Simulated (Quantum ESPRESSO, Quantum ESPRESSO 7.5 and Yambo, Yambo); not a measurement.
**PtS2 (1T monolayer): G0W0 with Yambo, start to end**

Aim: the G0W0 gap of PtS2 (1T monolayer) on PBE, step by step.

Main program and level: Quantum ESPRESSO 7.5 and Yambo 5.3.0; PBE and many-body steps on it, plane waves.

This is a report of a sequence of runs, with most program output left out.

## 1. The starting structure

The cell holds 3 atoms: 1 Pt and 2 S. Its edges and angles: a = 3.574 Å, b = 3.574 Å, c = 15.000 Å, α = 90.0°, β = 90.0°, γ = 120.0°. Vacuum lies along c.

The structure was relaxed with PBE. The runs that relaxed it are not among those shown. Spin-orbit coupling is left out unless a step names it.

## 2. Ground state

This step: Quantum ESPRESSO 7.5; DFT, PBE, plane waves, norm-conserving pseudopotentials.

The ground-state density comes first.

Contents of pw.in:

```
&control
  calculation = 'scf'
  prefix = 'x'
  outdir = 'o'
  pseudo_dir = 'pseudo'
/
&system
  ibrav = 0
  nat = 3
  ntyp = 2
  ecutwfc = 76.0
  nbnd = 20
  force_symmorphic = .true.
/
&electrons
  conv_thr = 1e-10
  electron_maxstep = 80
  mixing_beta = 0.5
/
ATOMIC_SPECIES
  Pt 195.08 Pt.upf
  S 32.06 S.upf
CELL_PARAMETERS angstrom
  3.5735303220 0.0000000000 0.0000000000
  -1.7867651610 3.0947680400 0.0000000000
  0.0000000000 0.0000000000 15.0000000000
ATOMIC_POSITIONS crystal
  Pt 0.0000000000 0.0000000000 0.5000000000
  S 0.3333333333 0.6666666667 0.5818569338
  S 0.6666666667 0.3333333333 0.4181430662
K_POINTS automatic
  12 12 1 0 0 0
```

The run is started by

```bash
> OMP_NUM_THREADS=1 mpirun -n 4 pw.x -nk 4 -in pw.in > pw.out
```

Run time: 21 s. Hardware: 4 MPI ranks of Arm Neoverse V2, shared host; peak memory 0.55 GiB.

Numbers from this step:

| Item | Value |
| --- | --- |
| total energy | -4155.3492 eV |
| gap | 1.767 eV |
| k of the valence top | 0.1667, 0.1667, 0 |
| k of the conduction bottom | 0, 0.25, 0 |
| least direct gap | 1.907 eV |

The gap is indirect, with the least direct gap 0.14 eV higher.

## 3. Bands along the symmetry lines

The cheap functional maps the bands first; the places of the edges decide which points the dearer methods must see.

Contents of pw.in:

```
&control
  calculation = 'bands'
  prefix = 'x'
  outdir = 'o'
  pseudo_dir = 'pseudo'
/
&system
  ibrav = 0
  nat = 3
  ntyp = 2
  ecutwfc = 76.0
  nbnd = 21
  force_symmorphic = .true.
/
&electrons
  conv_thr = 1e-9
  electron_maxstep = 80
  diago_full_acc = .true.
  diago_thr_init = 5e-6
/
ATOMIC_SPECIES
  Pt 195.08 Pt.upf
  S 32.06 S.upf
CELL_PARAMETERS angstrom
  3.5735303220 0.0000000000 0.0000000000
  -1.7867651610 3.0947680400 0.0000000000
  0.0000000000 0.0000000000 15.0000000000
ATOMIC_POSITIONS crystal
  Pt 0.0000000000 0.0000000000 0.5000000000
  S 0.3333333333 0.6666666667 0.5818569338
  S 0.6666666667 0.3333333333 0.4181430662
K_POINTS crystal
  25
  0.00000000 0.00000000 0.00000000 1
  0.06250000 0.00000000 0.00000000 1
  0.12500000 0.00000000 0.00000000 1
  0.18750000 0.00000000 0.00000000 1
  0.25000000 0.00000000 0.00000000 1
  0.31250000 0.00000000 0.00000000 1
  0.37500000 0.00000000 0.00000000 1
  0.43750000 0.00000000 0.00000000 1
  0.50000000 0.00000000 0.00000000 1
  0.47916667 0.04166667 0.00000000 1
  0.45833333 0.08333333 0.00000000 1
  0.43750000 0.12500000 0.00000000 1
  0.41666666 0.16666666 0.00000000 1
  0.39583333 0.20833333 0.00000000 1
  0.37500000 0.25000000 0.00000000 1
  0.35416666 0.29166666 0.00000000 1
  0.33333333 0.33333333 0.00000000 1
  0.29166666 0.29166666 0.00000000 1
  0.25000000 0.25000000 0.00000000 1
  0.20833333 0.20833333 0.00000000 1
  0.16666666 0.16666666 0.00000000 1
  0.12500000 0.12500000 0.00000000 1
  0.08333333 0.08333333 0.00000000 1
  0.04166667 0.04166667 0.00000000 1
  0.00000000 0.00000000 0.00000000 1
```

Wall time 11 s (4 MPI ranks); peak memory 0.41 GiB.

This step gave:

```
gap                        : 1.767 eV
k of the valence top       : 0.1667, 0.1667, 0
k of the conduction bottom : 0.25, 0, 0
least direct gap           : 1.907 eV
```

The gap is 1.767 eV, as in the run before at this level.

The electronic bands at the labelled points (eV, zero at the top of the highest filled band):

| point | band 12 | band 13 | band 14 | band 15 | band 16 | band 17 | band 18 | band 19 |
| --- | --- | --- | --- | --- | --- | --- | --- | --- |
| Γ | -0.77 | -0.66 | -0.29 | -0.29 | 3.20 | 3.20 | 5.37 | 5.86 |
| halfway | -2.00 | -0.42 | -0.41 | -0.14 | 1.77 | 2.76 | 6.19 | 6.69 |
| M | -2.10 | -2.02 | -1.67 | -1.37 | 2.79 | 2.98 | 5.52 | 6.76 |
| halfway | -2.23 | -2.19 | -1.09 | -0.75 | 2.30 | 2.60 | 6.21 | 7.82 |
| K | -2.44 | -2.23 | -0.71 | -0.71 | 2.15 | 2.15 | 6.86 | 8.97 |
| halfway | -2.05 | -0.80 | -0.48 | 0.00 | 2.10 | 2.14 | 6.84 | 7.06 |
| Γ | -0.77 | -0.66 | -0.29 | -0.29 | 3.20 | 3.20 | 5.37 | 5.86 |

## 4. Empty states on the mesh, 6×6×1 mesh, 92 bands

The sums over transitions need many empty states on a uniform mesh; this step solves for them.

Contents of pw.in:

```
&control
  calculation = 'nscf'
  prefix = 'x'
  outdir = 'o'
  pseudo_dir = 'pseudo'
/
&system
  ibrav = 0
  nat = 3
  ntyp = 2
  ecutwfc = 76.0
  nbnd = 92
  force_symmorphic = .true.
/
&electrons
  conv_thr = 1e-9
  electron_maxstep = 80
  diago_full_acc = .true.
  diago_thr_init = 5e-6
/
ATOMIC_SPECIES
  Pt 195.08 Pt.upf
  S 32.06 S.upf
CELL_PARAMETERS angstrom
  3.5735303220 0.0000000000 0.0000000000
  -1.7867651610 3.0947680400 0.0000000000
  0.0000000000 0.0000000000 15.0000000000
ATOMIC_POSITIONS crystal
  Pt 0.0000000000 0.0000000000 0.5000000000
  S 0.3333333333 0.6666666667 0.5818569338
  S 0.6666666667 0.3333333333 0.4181430662
K_POINTS automatic
  6 6 1 0 0 0
```

It took 21 s on 4 MPI ranks; peak memory 0.71 GiB.

This step gave:

- gap: 2.039 eV
- k of the valence top: 0.1667, 0.1667, 0
- k of the conduction bottom: 0, 0.1667, 0
- least direct gap: 2.065 eV
- k points computed: 7
- lowest point of the top converged band, above the valence top: 33.73 eV

On this mesh the gap is 2.039 eV. The earlier step found 1.767 eV, so this mesh misses an edge.

## 5. Conversion and set-up

This step: Yambo 5.3.0; conversion and set-up on PBE, plane waves, norm-conserving pseudopotentials.

The states are converted to the many-body program's format and the q mesh is built.

The run is started by

```bash
> (cd o/x.save; p2y > p2y.log; mv SAVE ../..); yambo > setup.log
```

The job ended after 2.5 s (1 MPI rank; peak memory 0.25 GiB).

## 6. Screening and self-energy, 6×6×1 mesh, 92 bands, screening to 108.8 eV

G0W0 replaces the xc potential by the self-energy, built once from these orbitals. Only a window of levels is corrected, while the sums run over the empty bands that the input names.

This step: G0W0 on PBE, plane waves, norm-conserving pseudopotentials.

Contents of gw1.in:

```
HF_and_locXC
gw0
dyson
ppa
em1d
rim_cut
rim_w
RandQpts= 3000000
RandGvec= 100 RL
CUTGeo= "slab z"
RandGvecW= 9 RL
EXXRLvcs= 76 Ry
VXCRLvcs= 304 Ry
Chimod= "HARTREE"
% BndsRnXp
 1 | 92 |
%
NGsBlkXp= 8 Ry
% LongDrXp
 1 | 1 | 0 |
%
% GbndRnge
 1 | 92 |
%
DysSolver= "n"
ExtendOut
PPAPntXp= 27.21138 eV
% QPkrange
 5 | 5 | 14 | 17 |
 2 | 2 | 14 | 17 |
 1 | 1 | 14 | 17 |
%
```

The run is started by

```bash
> OMP_NUM_THREADS=2 mpirun -n 2 yambo -F gw1.in -J gw1 -C gw1 > gw1.log
```

It took 2.7 min on 2 MPI ranks; peak memory 1.3 GiB; 9.6 min of CPU time.

This step gave:

| Item | Value |
| --- | --- |
| G0W0 gap on the points computed | 3.275 eV |
| starting gap on the mesh | 2.039 eV |
| k of the valence top | 0, 0.1667, 0 |
| k of the conduction bottom | 0, 0.1667, 0 |
| least direct G0W0 gap on the computed points | 3.275 eV |
| Z at the valence top | 0.7469 |
| Z at the conduction bottom | 0.7544 |

The gap on the mesh goes from 2.04 eV to 3.27 eV, a correction of +1.24 eV. The start differs from the 1.77 eV found before because the two sample other k points.

Limits: finite bands, cutoff and mesh; no spin polarisation; d states lean on the start; no spin-orbit coupling. v1 is the top filled band, c1 the lowest empty one. The levels before and after the correction (eV, zero at the valence-band top of each column):

|  | conduction bottom | valence top |
| --- | --- | --- |
| Kohn-Sham | 2.04 | 0.00 |
| G0W0 | 3.27 | 0.00 |

|  | level | energy (eV) |
| --- | --- | --- |
| Kohn-Sham | (0 0.167 0) v2 | -0.225 |
| Kohn-Sham | (0 0.167 0) v1 | -0.026 |
| Kohn-Sham | (0 0.167 0) c1 | 2.039 |
| Kohn-Sham | (0 0.167 0) c2 | 2.864 |
| G0W0 | (0 0.167 0) v2 | -0.312 |
| G0W0 | (0 0.167 0) v1 | 0.000 |
| G0W0 | (0 0.167 0) c1 | 3.275 |
| G0W0 | (0 0.167 0) c2 | 4.179 |

## 7. Where the time went

Times are wall times on the hardware named with each run, good to a factor of about two.

| step | time | share | memory (GiB) |
| --- | --- | --- | --- |
| ground state | 21 s | 9 % | 0.55 |
| bands along the symmetry lines | 11 s | 5 % | 0.41 |
| empty states on the mesh | 21 s | 9 % | 0.71 |
| conversion and set-up | 2.5 s | 1 % | 0.25 |
| screening and self-energy | 2.7 min | 75 % | 1.3 |

## 8. What came out

```yaml
pbe_gap: 1.77 eV, indirect
g0w0_gap_on_the_mesh: 3.27 eV
g0w0_gap_over_the_zone_rigid_shift: 3.00 eV
gw_settings: 6×6×1 mesh, 92 bands, screening to 108.8 eV, Godby-Needs plasmon pole
known_limits: not at the basis limit; no spin polarisation; d states lean on the start; no spin-orbit coupling
```

**Reading.** G0W0 moves the gap on the mesh from 2.04 eV to 3.27 eV (+1.24 eV), with Z of 0.75 and 0.75 at the edges. The mesh misses the band edges by 0.27 eV in all; a rigid shift gives 3.00 eV for the zone. Only 3 of the mesh's irreducible points were corrected, so a valley elsewhere could overtake. The dearest step here is «screening and self-energy». Bands and cutoff are finite, so the gap is not at the basis limit. The miss can reach some tenths of an eV and take either sign; the mesh is an error of its own. In the G0W0 run levels were corrected at 3 k points alone, so a gap called «on the mesh» is the least over those, and an edge elsewhere would be missed. A denser mesh or path gives a starting gap of 1.77 eV: the GW mesh misses a band edge, so its gaps are not the fundamental one. The runs have no spin polarisation. For a closed low-spin shell that is the natural state; where a d or f shell is open it is a constraint, and the gap is then not the crystal's own. With d states at the gap, one-shot GW leans hard on its start. The many-body steps are scalar-relativistic: spin-orbit coupling is not in them.

[Paths, hosts, dates, memory and timing lines, banners, echoed tables and standing remarks are left out of the program output.]

[Logs are printed without paths, hosts, clocks, repeated set-up lines and the standing remarks that a program may print on its own settings, such as how far it seeks lower states.]

[Runs of the session that timed out or met a known fault of the program may be left out.]

[Hosts, paths, dates, database ids (printed as entryN), source tags and the programs' standing remarks are cut or masked in the printed files.]
